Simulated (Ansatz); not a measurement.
# Σ5 (310) boundary in fcc Cu: structure and resistance, part 2 of 3

Aim: the relaxed structure and the specific resistance of the Σ5 (310) boundary in fcc Cu.

Ansatz 0.2.0; Ansatz plane-wave DFT, PBE, PAW files; relaxation of a bicrystal slab with its lowest layers held; PAW set soft_1 (the session's first sound run).

So far. Step 2 (Relaxing the bicrystal): The largest force component on a free atom ends at 0.025 eV/Å, under the tolerance of 0.03, after 5 steps.

**3. Transmission across the boundary**

Bulk layers of each grain are laid under and over the relaxed boundary, and a lead is named in the middle of each, away from the free faces. The mesh across the current, 12×18, is finer than the density's, because channels open and close sharply across the zone. Energies from -0.1 to 0.1 eV in steps of 0.05 eV are too few for the program's thermal sum, so it prints no conductance; for a metal the transmission near the Fermi level serves, at a fraction of the cost.

This step: Ansatz plane-wave DFT, PBE, PAW files; ballistic transport by layer matching (Landauer), zero bias; boundary relaxed in a short slab, bulk layers laid on; PAW set soft_1 (Ansatz 0.2.0).

System of this step: Σ5 (310) boundary in fcc Cu. The cell holds 74 atoms: 74 Cu. Cell: a = 5.716 Å, b = 3.615 Å, c = 50.178 Å, α = 90.0°, β = 90.0°, γ = 90.0°. It derives from Cu. Regions: lower grain, 30 atoms (30 Cu); boundary, 20 atoms (20 Cu); upper grain, 24 atoms (24 Cu). Vacuum lies along c.

Contents of input.yaml:

```yaml
crystal:
  lattice:
    - [5.7157536252, 0.0, 0.0]
    - [0.0, 3.61496, 0.0]
    - [0.0, 0.0, 50.178347386]
  atoms:
    - { symbol: Cu, position: [11.7000000003, -19.5, 0.0797156584] }
    - { symbol: Cu, position: [11.4000000003, -19.0, 0.091106535] }
    - { symbol: Cu, position: [11.1000000003, -18.5, 0.1024974116] }
    - { symbol: Cu, position: [10.8000000003, -18.0, 0.1138882882] }
    - { symbol: Cu, position: [10.5000000003, -17.5, 0.1252791648] }
    - { symbol: Cu, position: [10.2000000003, -17.0, 0.1366700414] }
    - { symbol: Cu, position: [9.9000000003, -16.5, 0.1480609179] }
    - { symbol: Cu, position: [9.6000000003, -16.0, 0.1594517945] }
    - { symbol: Cu, position: [9.3000000003, -15.5, 0.1708426711] }
    - { symbol: Cu, position: [9.0000000002, -15.0, 0.1822335477] }
    - { symbol: Cu, position: [8.7000000002, -14.5, 0.1936244243] }
    - { symbol: Cu, position: [8.4000000002, -14.0, 0.2050153009] }
    - { symbol: Cu, position: [8.1000000002, -13.5, 0.2164061775] }
    - { symbol: Cu, position: [7.8000000002, -13.0, 0.2277970541] }
    - { symbol: Cu, position: [7.5000000002, -12.5, 0.2391879307] }
    - { symbol: Cu, position: [7.2000000002, -12.0, 0.2505788072] }
    - { symbol: Cu, position: [6.9000000002, -11.5, 0.2619696838] }
    - { symbol: Cu, position: [6.6000000002, -11.0, 0.2733605604] }
    - { symbol: Cu, position: [6.3000000002, -10.5, 0.284751437] }
    - { symbol: Cu, position: [6.0000000002, -10.0, 0.2961423136] }
    - { symbol: Cu, position: [5.7000000002, -9.5, 0.3075331902] }
    - { symbol: Cu, position: [5.4000000002, -9.0, 0.3189240668] }
    - { symbol: Cu, position: [5.1000000002, -8.5, 0.3303149434] }
    - { symbol: Cu, position: [4.8000000001, -8.0, 0.34170582] }
    - { symbol: Cu, position: [4.5000000001, -7.5, 0.3530966965] }
    - { symbol: Cu, position: [4.2000000001, -7.0, 0.3644875731] }
    - { symbol: Cu, position: [3.9000000001, -6.5, 0.3758784497] }
    - { symbol: Cu, position: [3.6000000001, -6.0, 0.3872693263] }
    - { symbol: Cu, position: [3.3000000001, -5.5, 0.3986602029] }
    - { symbol: Cu, position: [3.0000000001, -5.0, 0.4100510795] }
    - { symbol: Cu, position: [0.7000000001, 0.5, 0.4214419561] }
    - { symbol: Cu, position: [0.4003659648, 0.0, 0.433459639] }
    - { symbol: Cu, position: [0.103363195, 0.5, 0.4448409715] }
    - { symbol: Cu, position: [0.8077846161, 0.0, 0.455651393] }
    - { symbol: Cu, position: [0.5019527386, 0.5, 0.4676673945] }
    - { symbol: Cu, position: [0.2084538833, 0.0, 0.4801590233] }
    - { symbol: Cu, position: [0.9092326077, 0.5, 0.4908804366] }
    - { symbol: Cu, position: [0.6053804873, 0.0, 0.4993377696] }
    - { symbol: Cu, position: [0.3239246849, 0.5, 0.5216201317] }
    - { symbol: Cu, position: [-0.0016305079, 0.0, 0.5229172978] }
    - { symbol: Cu, position: [0.5962988014, 0.0, 0.5458415205] }
    - { symbol: Cu, position: [0.9021437431, 0.5, 0.5545195815] }
    - { symbol: Cu, position: [0.2022420774, 0.0, 0.5658642677] }
    - { symbol: Cu, position: [0.4956859483, 0.5, 0.5777850295] }
    - { symbol: Cu, position: [0.801924811, 0.0, 0.5896144604] }
    - { symbol: Cu, position: [0.0991535346, 0.5, 0.6007604456] }
    - { symbol: Cu, position: [0.3977910986, 0.0, 0.6122747373] }
    - { symbol: Cu, position: [0.6965696176, 0.5, 0.6239046059] }
    - { symbol: Cu, position: [-0.0041790884, 0.0, 0.6354500817] }
    - { symbol: Cu, position: [0.2939877658, 0.5, 0.6469033035] }
    - { symbol: Cu, position: [3.5939877658, -6.0, 0.65829418] }
    - { symbol: Cu, position: [3.8939877658, -6.5, 0.6696850566] }
    - { symbol: Cu, position: [4.1939877658, -7.0, 0.6810759332] }
    - { symbol: Cu, position: [4.4939877658, -7.5, 0.6924668098] }
    - { symbol: Cu, position: [4.7939877658, -8.0, 0.7038576864] }
    - { symbol: Cu, position: [5.0939877658, -8.5, 0.715248563] }
    - { symbol: Cu, position: [5.3939877658, -9.0, 0.7266394396] }
    - { symbol: Cu, position: [5.6939877658, -9.5, 0.7380303162] }
    - { symbol: Cu, position: [5.9939877658, -10.0, 0.7494211928] }
    - { symbol: Cu, position: [6.2939877658, -10.5, 0.7608120693] }
    - { symbol: Cu, position: [6.5939877658, -11.0, 0.7722029459] }
    - { symbol: Cu, position: [6.8939877659, -11.5, 0.7835938225] }
    - { symbol: Cu, position: [7.1939877659, -12.0, 0.7949846991] }
    - { symbol: Cu, position: [7.4939877659, -12.5, 0.8063755757] }
    - { symbol: Cu, position: [7.7939877659, -13.0, 0.8177664523] }
    - { symbol: Cu, position: [8.0939877659, -13.5, 0.8291573289] }
    - { symbol: Cu, position: [8.3939877659, -14.0, 0.8405482055] }
    - { symbol: Cu, position: [8.6939877659, -14.5, 0.8519390821] }
    - { symbol: Cu, position: [8.9939877659, -15.0, 0.8633299586] }
    - { symbol: Cu, position: [9.2939877659, -15.5, 0.8747208352] }
    - { symbol: Cu, position: [9.5939877659, -16.0, 0.8861117118] }
    - { symbol: Cu, position: [9.8939877659, -16.5, 0.8975025884] }
    - { symbol: Cu, position: [10.1939877659, -17.0, 0.908893465] }
    - { symbol: Cu, position: [10.4939877659, -17.5, 0.9202843416] }
kpoints:
  mp_grid: { grid: [5, 7, 1] }
hamiltonian:
  xc: pbe
  pseudopotentials: { kind: paw, azcp: { folder: soft_1 } }
scf:
  occupations: { method: fermi_dirac, width: 0.1 }
output:
  transmission:
    leads: [[16, 17], [60, 61]]
    kmesh: [12, 18]
    e_range: [-0.1, 0.1]
    de: 0.05
  write_potential: true
  write_density: true
  volumetric_format: npy
  elf: true
```

Run with:

```
> ansatz run input.yaml --threads 4 --pin off --max-ram 15360MiB --backend cpu --events-out ev --progress --plain --runs-dir out
```

Numbers of over 12 decimals in the logs are rounded to 6 here.

Output:

```text
[...]
Crystal: 74 atoms, lattice volume = 1036.796 Å³
Basis set: ecut = 420 eV, 20241 PW (Γ)
Bands: 844, of which v1, the nominal top of the filled ones, is band 703 counted from 1 (702 counted from 0)
Symmetry: 2 space group operations
[...]
k-points: 12 of 35 (time reversal used)
[...]
SCF iter   1: F=—  HF=-490324.017333 eV  |F-HF|=—  |Δ(HF+E_count)|=         —  Δρ=2.42e-1  dr2=3.66e2  ethr=3.10e-3  ⟨swp⟩=4.9  Hψ=32888  notcnv=0  defer=900
[...]
SCF iter  15: F=-490258.549559 eV  HF=-490258.549559 eV  |F-HF|=9.31e-9  |Δ(HF+E_count)|=   1.40e-8  Δρ=1.73e-6  dr2=3.12e-8  ethr=7.11e-12  ⟨swp⟩=3.0  Hψ=22848  notcnv=0
SCF 1 converged in 15 iterations: F = -490258.549559 eV  dr2 = 3.12e-8
[...]
transmission: 399 of 3990 steps passed
transmission: 798 of 3990 steps passed
[...]
transmission: 3990 of 3990 steps passed
WARN: The output density's exchange-correlation potential varies sharply where the density is thin. Do not read a vacuum level from v_tot or v_xc, or from such a field of the output density. On a cell that repeats whose density bears no net charge and no dipole along the vacuum's axis use v_es (v_loc + v_h of the components); under efield.dipole_correction with no amplitude use v_es + v_field, which holds any externa [...]
SCF converged after 15 iterations
Free energy (F): -490258.549559 eV
[...]
Internal energy: -490257.790357 eV  (E = F + TS)
E sigma→0 (E₀):  -490258.169958 eV
Entropy (-TS):   -0.759202 eV (-10.259 meV/atom)
Fermi energy:    13.122013 eV
[...]
--- Band table (eV; the first three rows and the last of 12) ---
  k-point 0: bands = [... 699 lower, 12.5829, 12.7926, 12.8037, 12.9333, 13.0656, 13.0781, 13.3163, 13.3819, ... 137 higher]
  k-point 1: bands = [... 699 lower, 12.7180, 12.8877, 12.9038, 13.1328, 13.1815, 13.2070, 13.4379, 13.4687, ... 137 higher]
  k-point 2: bands = [... 699 lower, 12.7691, 12.8229, 12.8680, 12.8738, 13.0062, 13.0398, 13.1587, 13.2073, ... 137 higher]
  k-point 11: bands = [... 699 lower, 12.4222, 12.4397, 12.4736, 12.5246, 12.5515, 12.5693, 12.6187, 12.6534, ... 137 higher]
--- Transmission ---
  basis      : 187 plane waves across, 57 finite elements along
  points     : 70, standing for a mesh of 12 x 18
  energies   : 5 from -0.100000 to 0.100000 eV about the Fermi level, 0.050000 eV apart; the leads are filled to 0.000000 eV, and channels, transmission and decay are at 0.000000 eV
  crystal 0  : Cu4, at the sites [16, 17], period 2.2863 Å, over 17.72 Å; its Hamiltonian steps by up to 3.5 meV
    offset         : up to 0.0000 Å between an atom of the period and one for which it stands
    channels       : 3.004630e0 a spin
    conductance    : none, the energies end too early or step too widely for 300 K: set another output.transmission.e_range or a lower de, or, where they end at an eighth of basis.ecutwfc, a higher one
[...]
channels       : 3.004630e0 a spin
[...]
junction   : crystal 0 to crystal 1, 12.86 to 36.18 Å
    transmission   : 2.539524e0 a spin
[...]
```

Wall time 39 min (4 threads of Arm Neoverse V2, shared host); peak memory 12 GiB; 2.5 h of CPU time.

Numbers from this step:

```
free energy                                    : -490258.5496 eV
energy at zero smearing                        : -490258.1700 eV
Fermi energy                                   : 13.12 eV
cell area                                      : 20.66 Å²
transmission per spin nearest the Fermi level  : 2.540
open channels per spin nearest the Fermi level : 3.005
open channels per spin, upper lead             : 3.005
step of the lead's potential                   : 3.5 meV
step of the upper lead's potential             : 2.2 meV
```

Per spin. Transmission, zone mean against energy, zero at the Fermi level:

| energy (eV) | transmission, zone mean |
| --- | --- |
| -0.1000 | 2.52 |
| -0.0500 | 2.54 |
| 0.0000 | 2.54 |
| 0.0500 | 2.51 |
| 0.1000 | 2.55 |

Per spin. The open channels, zone mean, lead = upper lead by energy, zero at the Fermi level:

| energy (eV) | open channels, zone mean, lead = upper lead |
| --- | --- |
| -0.1000 | 2.95 |
| -0.0500 | 2.99 |
| 0.0000 | 3.00 |
| 0.0500 | 3.00 |
| 0.1000 | 3.04 |

Transmission over k1 and k2. At 0.0000 eV from the Fermi level.

Ten even steps from '0' (0.00) to '9' (3.71):
```
005899999850
857789998775
977779997777
557779997775
555679997655
555568886555
555577777555
555577777555
455677777655
555577777555
555577777555
555568886555
555679997655
557779997775
977779997777
857789998775
005899999850
000999999900
```
Columns: k1 (b1) from -0.5 to 0.417; rows upwards: k2 (b2) from -0.5 to 0.444.

Open channels over k1 and k2. At 0.0000 eV from the Fermi level.

Ten even steps from '0' (2.00) to '9' (4.00):
```
005999999950
959999999995
955559995555
055559995555
000559995500
000059995000
000055555000
000555555500
000555555500
000555555500
000055555000
000059995000
000559995500
055559995555
955559995555
959999999995
005999999950
000999999900
```
Columns: k1 (b1) from -0.5 to 0.417; rows upwards: k2 (b2) from -0.5 to 0.444.

Valence density in the ca plane at fractional y = 0.000, with atoms of Cu within 0.2 Å of it. It is the smooth field of the valence electrons, not physical close to the nuclei.

Values in e/Å³, 8 rows by 16 columns, each cell a mean:
```
 0  3  0 13  2  0  1  2  2 13  0  0  0  0  0  0
 2 29  1  0  0  0 12 19  0  0  0  0  0  0  0  0
 0  3  0  0 11  3  1  2  0  1 13  0  0  0  0  0
 0  0  1  0 18  5  0  1  1  1 21  1  0  0  0  0
 0  1 27  1  1  0  0  6 22  0  1  0  0  0  0  0
 6  0  7  1  0  4  3  2  6  0  0  6  1  0  0  0
26  0  0  1  0 17 11  0  0  1  1 27  2  0  0  0
 1  0  0 20  2  1  1  0  2 20  0  1  0  0  0  0
```
Columns run along c (16.0 Å, from fractional 0.68 to 1.00 of the cell), rows up along a (5.7 Å). Atoms in or near the plane, at fractional coordinates: Cu at (0.70, 0.79), Cu at (0.73, 0.39), Cu at (0.75, 0.99), Cu at (0.77, 0.59), Cu at (0.79, 0.19), Cu at (0.82, 0.79), Cu at (0.84, 0.39), Cu at (0.86, 0.99), Cu at (0.89, 0.59), Cu at (0.91, 0.19).

Electrostatic potential energy in the ca plane at fractional y = 0.000, with atoms of Cu within 0.2 Å of it. With pseudopotentials it is smooth inside the atoms' cores, unlike the true potential.

Values in eV, 8 rows by 16 columns, each cell a mean:
```
  9 -12   8 -33  -1  15  -1  -5  -2 -33  11  16  17  17  18  17
 -3 -51   5  10  10  13 -27 -35  13  10  11  16  18  18  17  17
  8 -13  12  14 -28  -8  -1  -5  15   5 -34   9  17  17  17  17
 14  12  -2   9 -36 -13  15   7   1   1 -44   6  17  17  17  17
 14   5 -50   0   7  10  14 -16 -41  10   5  12  16  17  17  17
-21   7 -25   7  15 -13  -8  -3 -19  14  11 -23   7  17  17  17
-46  10  13   6  11 -34 -25  14  11   6   5 -49  -2  17  17  17
 -2  14  10 -41  -5   2   4  15  -5 -41   8  -3  12  17  18  17
```
Columns run along c (16.0 Å, from fractional 0.68 to 1.00 of the cell; values clipped at the 3rd and 97th percentile), rows up along a (5.7 Å). Atoms in or near the plane, at fractional coordinates: Cu at (0.70, 0.79), Cu at (0.73, 0.39), Cu at (0.75, 0.99), Cu at (0.77, 0.59), Cu at (0.79, 0.19), Cu at (0.82, 0.79), Cu at (0.84, 0.39), Cu at (0.86, 0.99), Cu at (0.89, 0.59), Cu at (0.91, 0.19).

ELF in the ca plane at fractional y = 0.000, with atoms of Cu within 0.2 Å of it. It is the smooth field of the valence electrons, not physical close to the nuclei.

Values, 8 rows by 16 columns, each cell a mean:
```
0.20 0.17 0.19 0.26 0.18 0.24 0.18 0.18 0.18 0.26 0.22 0.22 0.12 0.03 0.00 0.00
0.18 0.43 0.19 0.20 0.20 0.21 0.27 0.33 0.21 0.19 0.20 0.19 0.10 0.03 0.00 0.00
0.19 0.17 0.21 0.22 0.24 0.19 0.18 0.18 0.23 0.19 0.26 0.17 0.14 0.05 0.01 0.00
0.21 0.21 0.17 0.19 0.31 0.20 0.23 0.19 0.17 0.18 0.35 0.20 0.21 0.09 0.02 0.00
0.21 0.19 0.41 0.18 0.19 0.20 0.22 0.21 0.36 0.20 0.17 0.22 0.24 0.13 0.02 0.00
0.20 0.19 0.20 0.19 0.23 0.19 0.19 0.18 0.20 0.22 0.20 0.20 0.17 0.13 0.02 0.00
0.39 0.20 0.21 0.18 0.20 0.31 0.26 0.22 0.20 0.18 0.19 0.41 0.16 0.09 0.02 0.00
0.17 0.22 0.20 0.33 0.19 0.18 0.19 0.23 0.18 0.33 0.19 0.16 0.14 0.06 0.01 0.00
```
Columns run along c (16.0 Å, from fractional 0.68 to 1.00 of the cell), rows up along a (5.7 Å). Atoms in or near the plane, at fractional coordinates: Cu at (0.70, 0.79), Cu at (0.73, 0.39), Cu at (0.75, 0.99), Cu at (0.77, 0.59), Cu at (0.79, 0.19), Cu at (0.82, 0.79), Cu at (0.84, 0.39), Cu at (0.86, 0.99), Cu at (0.89, 0.59), Cu at (0.91, 0.19).

Over the solved energies the transmission per spin lies between 2.51 and 2.55, out of 3.00 channels of the lead on average (up to 3.04).

**4. Specific resistance**

This step: Ansatz plane-wave DFT, PBE, PAW files; ballistic transport by layer matching (Landauer), zero bias; specific resistance of the boundary; PAW set soft_1 (Ansatz 0.2.0).

This step gave:

- area resistance: 0.1636 fΩ m²
- T over the leads' mean channel count: 0.8447

Averaged over the energies near the Fermi level, 84.5 % of the channels pass, which makes 0.164 fΩ m².

By hand, with T and the leads' channels N averaged over the energies near the Fermi level: RA = A (h/2e²)(1/T − ½[1/N₁ + 1/N₂]) = 20.66×10⁻²⁰ m² × 12 906 Ω × (1/2.532 − ½[1/2.997 + 1/2.997]) = 0.164 fΩ m².

(Part 2 of 3 ends here.)

[Logs are printed without paths, hosts, clocks, repeated set-up lines and the standing remarks that a program may print on its own settings, such as how far it seeks lower states.]

[Hosts, paths, dates, database ids (printed as entryN), source tags and the programs' standing remarks are cut or masked in the printed files.]
